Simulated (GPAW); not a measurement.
## Screening of a field by Y2CS2 MXene monolayer

How does Y2CS2 MXene monolayer screen a perpendicular field?

Program: GPAW 26.7.0. Level of theory: GPAW, PAW setups; layer in a repeated cell with vacuum, relaxation of atoms and in-plane cell, in the first sound run; inputs show where later runs differ. Results are calculated unless marked as measured.

Most raw output is cut from this account.

## (1) The structure

The cell holds 5 atoms: 2 S, 2 Y and 1 C. Its edges and angles: a = 3.478 Å, b = 3.478 Å, c = 24.532 Å, α = 90.0°, β = 90.0°, γ = 120.0°. Vacuum lies along c.

## (2) Relaxation

Forces are removed first; all later runs use this geometry.

Contents of run.py:

```python
import json
import numpy as np
from ase import Atoms
from ase.filters import FrechetCellFilter
from ase.optimize import BFGS
from gpaw import GPAW, PW

slab = Atoms(
    ['S', 'Y', 'C', 'Y', 'S'],
    positions=[
        [-0.00000, 2.00789, 9.00000],
        [1.73888, 1.00394, 10.89367],
        [0.00000, 0.00000, 12.26590],
        [-0.00000, 2.00789, 13.63814],
        [1.73888, 1.00394, 15.53181]],
    cell=[[3.47776, 0.0, 0.0], [-1.73888, 3.01183, 0.0], [0.0, 0.0, 24.5318]],
    pbc=[True, True, True])

slab.calc = GPAW(mode=PW(600), xc='PBE', kpts={'size': (9, 9, 1), 'gamma': True},
                 occupations={'name': 'fermi-dirac', 'width': 0.05}, nbands='160%',
                 convergence={'density': 1e-05}, maxiter=200,
                 symmetry={'tolerance': 1e-3}, txt='slab.txt')
result = {}
# The in-plane cell is free; stress needs a cell that repeats along all three vectors
path = []
opt = BFGS(FrechetCellFilter(slab, mask=[1, 1, 0, 0, 0, 1]), maxstep=0.2)
opt.attach(lambda: path.append((slab.get_potential_energy(), slab.positions.tolist(), slab.get_forces().tolist())))
result['relaxed'] = bool(opt.run(fmax=0.02, steps=45))
result['path'] = path
result['cell'] = slab.cell.tolist()
print('in-plane lattice', slab.cell.cellpar().round(4)[[0, 1, 5]])
energy = slab.get_potential_energy()
fermi = slab.calc.get_fermi_level()
v = slab.calc.get_electrostatic_potential().mean((0, 1)) - fermi
n = slab.calc.get_pseudo_density().mean((0, 1))
L = slab.cell[2, 2]
z = np.arange(len(v)) * L / len(v)
low, high = slab.positions[:, 2].min(), slab.positions[:, 2].max()
below, above = np.interp([low - 6.8, high + 6.8], z, v)
slopes = [np.interp(x, z, np.gradient(v, z)) for x in (low - 6.8, high + 6.8)]
eps = np.array([[slab.calc.get_eigenvalues(k, s) for k in range(len(slab.calc.get_ibz_k_points()))]
                for s in range(slab.calc.get_number_of_spins())]) - fermi
top, bottom = eps[eps < 0].max(), eps[eps > 0].min()
dipole = slab.get_dipole_moment()[2]
print(f'energy {energy:.4f} eV, Fermi level {fermi:.4f} eV, dipole {dipole:.5f} e A')
print(f'potential 6.8 A off the faces, from the Fermi level: lower {below:.4f} eV, upper {above:.4f} eV')
print(f'slope of the potential there: lower {slopes[0]:.5f}, upper {slopes[1]:.5f} eV/A')
print(f'nearest levels on the mesh: {top:.4f} and {bottom:.4f} eV')
print('magnetic moment', round(slab.get_magnetic_moment(), 3))
result.update(energy=energy, fermi=fermi, dipole=dipole, below=below, above=above, slopes=slopes, edges=[top, bottom],
              z=z.tolist(), v=v.tolist(), n=n.tolist(), positions=slab.positions.tolist(),
              forces=slab.get_forces(apply_constraint=False).tolist(), moments=slab.get_magnetic_moments().tolist())
json.dump(result, open('result.json', 'w'))
```

Run with:

```bash
OMP_NUM_THREADS=1 OPENBLAS_NUM_THREADS=1 python run.py
```

Elapsed: 17 min, on 1 thread of Arm Neoverse V1, shared host; peak memory 0.58 GiB.

Numbers from this step:

| Item | Value |
| --- | --- |
| dipole along the normal | 1.54e-4 e·Å |
| levels nearest the Fermi level on the mesh | -0.03119, 0.001031 eV from the Fermi level |

The electrostatic potential energy of an electron (without an applied field's), less the Fermi level, planar mean oscillates, so the rows of the table below give means over windows of 1.75 Å about each position, cut where the curve ends. Its maxima inside the range that stand out by 2 % of the span (Å: eV): 10.0: -4.58, 11.7: -1.72, 12.8: -1.72, 14.5: -4.59. Its minima: 9.4: -11.0, 10.8: -13.7, 12.3: -5.42, 13.8: -13.7, 15.2: -11.0.

Table of electrostatic potential energy of an electron (without an applied field's), less the Fermi level, planar mean by z; means over each step:

```csv
z (Å),"electrostatic potential energy of an electron (without an applied field's), less the Fermi level, planar mean (eV)"
0.88,6.70
2.62,6.70
4.38,6.70
6.12,6.69
7.88,5.82
9.62,-6.35
11.38,-7.10
13.12,-7.00
14.88,-6.57
16.62,5.73
18.38,6.69
20.12,6.70
21.88,6.70
23.62,6.70
```

The pseudo valence density, planar mean oscillates, so the rows of the table below give means over windows of 1 Å about each position, cut where the curve ends. Its maxima inside the range that stand out by 2 % of the span (Å: e/Å³): 10.9: 0.722, 12.3: 0.330, 13.7: 0.722. Its minima: 11.7: 0.276, 12.8: 0.276.

Pseudo valence density, planar mean against z; means over each step:

| z (Å) | pseudo valence density, planar mean (e/Å³) |
| --- | --- |
| 6 | 6.8e-5 |
| 7 | 0.00164 |
| 8 | 0.0381 |
| 9 | 0.249 |
| 10 | 0.402 |
| 11 | 0.559 |
| 12 | 0.306 |
| 13 | 0.357 |
| 14 | 0.569 |
| 15 | 0.330 |
| 16 | 0.140 |
| 17 | 0.00885 |
| 18 | 3.7e-4 |
| 19 | 1.6e-5 |

The relaxation lowered the energy of the cell by 0.993 eV (energies extrapolated to zero smearing; the optimiser's log prints free energies). The largest force left on a free atom is 0.0087 eV/Å.

## (3) Plane waves, PBE

With the geometry fixed, the planar mean of the potential gives the vacuum level on each side.

This step: GPAW, PAW setups; slab in vacuum (GPAW 26.7.0).

The cell differs from the one that the last finished run ended in (c 24.532 → 23.749 Å).

Changes to run.py since step 2:

```diff
@@ -3,4 +3,2 @@
 from ase import Atoms
-from ase.filters import FrechetCellFilter
-from ase.optimize import BFGS
 from gpaw import GPAW, PW
@@ -10,23 +8,16 @@
     positions=[
-        [-0.00000, 2.00789, 9.00000],
-        [1.73888, 1.00394, 10.89367],
-        [0.00000, 0.00000, 12.26590],
-        [-0.00000, 2.00789, 13.63814],
-        [1.73888, 1.00394, 15.53181]],
-    cell=[[3.47776, 0.0, 0.0], [-1.73888, 3.01183, 0.0], [0.0, 0.0, 24.5318]],
-    pbc=[True, True, True])
+        [-0.00000, 2.22182, 9.00000],
+        [1.92414, 1.11090, 10.41235],
+        [0.00000, 0.00000, 11.87437],
+        [-0.00000, 2.22182, 13.33639],
+        [1.92414, 1.11090, 14.74874]],
+    cell=[[3.84829, -0.0, 0.0], [-1.92414, 3.33272, 0.0], [0.0, 0.0, 23.7487]],
+    pbc=[True, True, False])
 
-slab.calc = GPAW(mode=PW(600), xc='PBE', kpts={'size': (9, 9, 1), 'gamma': True},
+slab.calc = GPAW(mode=PW(500), xc='PBE', kpts={'size': (9, 9, 1), 'gamma': True},
                  occupations={'name': 'fermi-dirac', 'width': 0.05}, nbands='160%',
                  convergence={'density': 1e-05}, maxiter=200,
+                 poissonsolver={'dipolelayer': 'xy'},
                  symmetry={'tolerance': 1e-3}, txt='slab.txt')
 result = {}
-# The in-plane cell is free; stress needs a cell that repeats along all three vectors
-path = []
-opt = BFGS(FrechetCellFilter(slab, mask=[1, 1, 0, 0, 0, 1]), maxstep=0.2)
-opt.attach(lambda: path.append((slab.get_potential_energy(), slab.positions.tolist(), slab.get_forces().tolist())))
-result['relaxed'] = bool(opt.run(fmax=0.02, steps=45))
-result['path'] = path
-result['cell'] = slab.cell.tolist()
-print('in-plane lattice', slab.cell.cellpar().round(4)[[0, 1, 5]])
 energy = slab.get_potential_energy()
```

It took 46 s on 1 thread; peak memory 0.29 GiB.

Numbers from this step:

| Item | Value |
| --- | --- |
| dipole along the normal | 6.52e-4 e·Å |
| levels nearest the Fermi level on the mesh | -0.03122, 0.001102 eV from the Fermi level |
| upper work function | 6.693 eV |
| lower work function | 6.702 eV |

The electrostatic potential energy of an electron (without an applied field's), less the Fermi level, planar mean by z:

| z (Å) | electrostatic potential energy of an electron (without an applied field's), less the Fermi level, planar mean (eV) |
| --- | --- |
| 0.0 | 6.70 |
| 0.5 | 6.70 |
| 1.0 | 6.70 |
| 1.5 | 6.70 |
| 2.0 | 6.70 |
| 2.5 | 6.70 |
| 3.0 | 6.70 |
| 3.5 | 6.70 |
| 4.0 | 6.70 |
| 4.5 | 6.70 |
| 5.0 | 6.70 |
| 5.5 | 6.70 |
| 6.0 | 6.70 |
| 6.5 | 6.69 |
| 7.0 | 6.64 |
| 7.5 | 6.38 |
| 8.0 | 5.12 |
| 8.5 | -0.425 |
| 9.0 | -11.0 |
| 9.5 | -5.00 |
| 10.0 | -8.62 |
| 10.5 | -13.3 |
| 11.0 | -4.88 |
| 11.5 | -2.15 |
| 12.0 | -4.68 |
| 12.5 | -2.11 |
| 13.0 | -9.66 |
| 13.5 | -12.7 |
| 14.0 | -5.19 |
| 14.5 | -8.53 |
| 15.0 | -6.44 |
| 15.5 | 3.28 |
| 16.0 | 5.97 |
| 16.5 | 6.55 |
| 17.0 | 6.66 |
| 17.5 | 6.69 |
| 18.0 | 6.69 |
| 18.5 | 6.69 |
| 19.0 | 6.69 |
| 19.5 | 6.69 |
| 20.0 | 6.69 |
| 20.5 | 6.69 |
| 21.0 | 6.69 |
| 21.5 | 6.69 |
| 22.0 | 6.69 |
| 22.5 | 6.69 |
| 23.0 | 6.69 |
| 23.5 | 6.69 |

The pseudo valence density, planar mean oscillates, so the rows of the table below give means over windows of 1 Å about each position, cut where the curve ends. Its maxima inside the range that stand out by 2 % of the span (Å: e/Å³): 8.7: 0.304, 10.4: 0.728, 12.0: 0.327, 13.3: 0.728, 15.0: 0.304. Its minima: 8.9: 0.289, 11.2: 0.278, 12.5: 0.278, 14.8: 0.289.

The pseudo valence density, planar mean by z; means over each step:

```
z (Å)  pseudo valence density, planar mean (e/Å³)
    5                                      9.8e-6
    6                                      2.4e-4
    7                                     0.00585
    8                                       0.106
    9                                       0.315
   10                                       0.528
   11                                       0.409
   12                                       0.307
   13                                       0.512
   14                                       0.444
   15                                       0.277
   16                                      0.0569
   17                                     0.00258
   18                                      1.1e-4
   19                                      4.6e-6
```

The potential is flat to 1.6e-5 eV/Å where it is read, so the vacuum is wide enough.

## (4) Field on

A uniform field along the normal polarises the slab; the atoms stay fixed, so this is the electronic response alone.

Changes to run.py since step 3:

```diff
@@ -4,2 +4,3 @@
 from gpaw import GPAW, PW
+from gpaw.external import ConstantElectricField
 
@@ -20,2 +21,3 @@
                  poissonsolver={'dipolelayer': 'xy'},
+                 external=ConstantElectricField(-0.2, [0, 0, 1]),
                  symmetry={'tolerance': 1e-3}, txt='slab.txt')
```

It took 3.1 min on 1 thread; peak memory 0.51 GiB.

This step gave:

```
dipole along the normal                                         : -0.1070 e·Å
levels nearest the Fermi level on the mesh                      : -0.03117, 0.001058 eV from the Fermi level
potential below the slab, the applied field's own ramp left out : 5.944 eV from the Fermi level
potential above the slab, the applied field's own ramp left out : 7.454 eV from the Fermi level
```

The electrostatic potential energy of an electron (without an applied field's), less the Fermi level, planar mean oscillates, so the rows of the table below give means over windows of 1.8 Å about each position, cut where the curve ends. Its maxima inside the range that stand out by 2 % of the span (Å: eV): 9.6: -5.03, 11.4: -1.83, 12.3: -1.64, 14.2: -4.14, 20.7: 7.45. Its minima: 9.0: -11.7, 10.4: -14.0, 11.9: -5.42, 13.3: -13.4, 14.7: -10.6.

Electrostatic potential energy of an electron (without an applied field's), less the Fermi level, planar mean against z; means over each step:

```csv
z (Å),"electrostatic potential energy of an electron (without an applied field's), less the Fermi level, planar mean (eV)"
0.90,6.02
2.70,5.94
4.50,5.94
6.30,5.92
8.10,1.12
9.90,-9.54
11.70,-3.54
13.50,-8.09
15.30,-0.634
17.10,7.38
18.90,7.45
20.70,7.45
22.50,7.45
```

The dipole is now -0.107 e Å, against 6.5e-4 in the run without a field.

## (5) In a field

Changes to run.py since step 4:

```diff
@@ -21,3 +21,3 @@
                  poissonsolver={'dipolelayer': 'xy'},
-                 external=ConstantElectricField(-0.2, [0, 0, 1]),
+                 external=ConstantElectricField(-0.1, [0, 0, 1]),
                  symmetry={'tolerance': 1e-3}, txt='slab.txt')
```

It took 2.9 min on 1 thread; peak memory 0.51 GiB.

This step gave:

| Property | Result |
| --- | --- |
| dipole along the normal | -0.05349 e·Å |
| levels nearest the Fermi level on the mesh | -0.03120, 0.001082 eV from the Fermi level |
| potential below the slab, the applied field's own ramp left out | 6.321 eV from the Fermi level |
| potential above the slab, the applied field's own ramp left out | 7.075 eV from the Fermi level |

The electrostatic potential energy of an electron (without an applied field's), less the Fermi level, planar mean oscillates, so the rows of the table below give means over windows of 1.8 Å about each position, cut where the curve ends. Its maxima inside the range that stand out by 2 % of the span (Å: eV): 9.6: -4.81, 11.4: -1.78, 12.3: -1.69, 14.2: -4.36. Its minima: 9.0: -11.4, 10.4: -13.8, 11.9: -5.42, 13.3: -13.6, 14.7: -10.9.

The electrostatic potential energy of an electron (without an applied field's), less the Fermi level, planar mean by z; means over each step:

z (Å), electrostatic potential energy of an electron (without an applied field's), less the Fermi level, planar mean (eV) and a bar from the least value:
```
     0.90        6.4 #############################
     2.70        6.3 #############################
     4.50        6.3 #############################
     6.30        6.3 #############################
     8.10        1.5 ####################
     9.90       -9.4 
    11.70       -3.5 ###########
    13.50       -8.2 ##
    15.30       -1.0 ###############
    17.10        7.0 ##############################
    18.90        7.1 ##############################
    20.70        7.1 ##############################
    22.50        7.1 ##############################
```

The dipole is now -0.0535 e Å, against 6.5e-4 in the run without a field.

## (6) In a field

Changes to run.py since step 5:

```diff
@@ -21,3 +21,3 @@
                  poissonsolver={'dipolelayer': 'xy'},
-                 external=ConstantElectricField(-0.1, [0, 0, 1]),
+                 external=ConstantElectricField(-0.05, [0, 0, 1]),
                  symmetry={'tolerance': 1e-3}, txt='slab.txt')
```

It took 3 min on 1 thread; peak memory 0.51 GiB.

## (7) In a field

Changes to run.py since step 6:

```diff
@@ -21,3 +21,3 @@
                  poissonsolver={'dipolelayer': 'xy'},
-                 external=ConstantElectricField(-0.05, [0, 0, 1]),
+                 external=ConstantElectricField(0.05, [0, 0, 1]),
                  symmetry={'tolerance': 1e-3}, txt='slab.txt')
```

It took 3 min on 1 thread; peak memory 0.51 GiB.

Electrostatic potential energy of an electron (without an applied field's), less the Fermi level, planar mean against z:

```
z (Å)  electrostatic potential energy of an electron (without an applied field's), less the Fermi level, planar mean (eV)
  0.0                                                                                                                6.70
  0.5                                                                                                                6.89
  1.0                                                                                                                6.89
  1.5                                                                                                                6.89
  2.0                                                                                                                6.89
  2.5                                                                                                                6.89
  3.0                                                                                                                6.89
  3.5                                                                                                                6.89
  4.0                                                                                                                6.89
  4.5                                                                                                                6.89
  5.0                                                                                                                6.89
  5.5                                                                                                                6.89
  6.0                                                                                                                6.88
  6.5                                                                                                                6.87
  7.0                                                                                                                6.82
  7.5                                                                                                                6.56
  8.0                                                                                                                5.29
  8.5                                                                                                              -0.267
  9.0                                                                                                               -10.8
  9.5                                                                                                               -4.88
 10.0                                                                                                               -8.53
 10.5                                                                                                               -13.3
 11.0                                                                                                               -4.83
 11.5                                                                                                               -2.13
 12.0                                                                                                               -4.68
 12.5                                                                                                               -2.14
 13.0                                                                                                               -9.72
 13.5                                                                                                               -12.8
 14.0                                                                                                               -5.29
 14.5                                                                                                               -8.66
 15.0                                                                                                               -6.58
 15.5                                                                                                                3.11
 16.0                                                                                                                5.80
 16.5                                                                                                                6.37
 17.0                                                                                                                6.48
 17.5                                                                                                                6.50
 18.0                                                                                                                6.51
 18.5                                                                                                                6.51
 19.0                                                                                                                6.51
 19.5                                                                                                                6.51
 20.0                                                                                                                6.51
 20.5                                                                                                                6.51
 21.0                                                                                                                6.51
 21.5                                                                                                                6.51
 22.0                                                                                                                6.51
 22.5                                                                                                                6.51
 23.0                                                                                                                6.51
 23.5                                                                                                                6.57
```

(Continued in part 2 of 2.)

[Logs are printed without paths, hosts, clocks, repeated set-up lines and the standing remarks that a program may print on its own settings, such as how far it seeks lower states.]

[Hosts, paths, dates, database ids (printed as entryN), source tags and the programs' standing remarks are cut or masked in the printed files.]
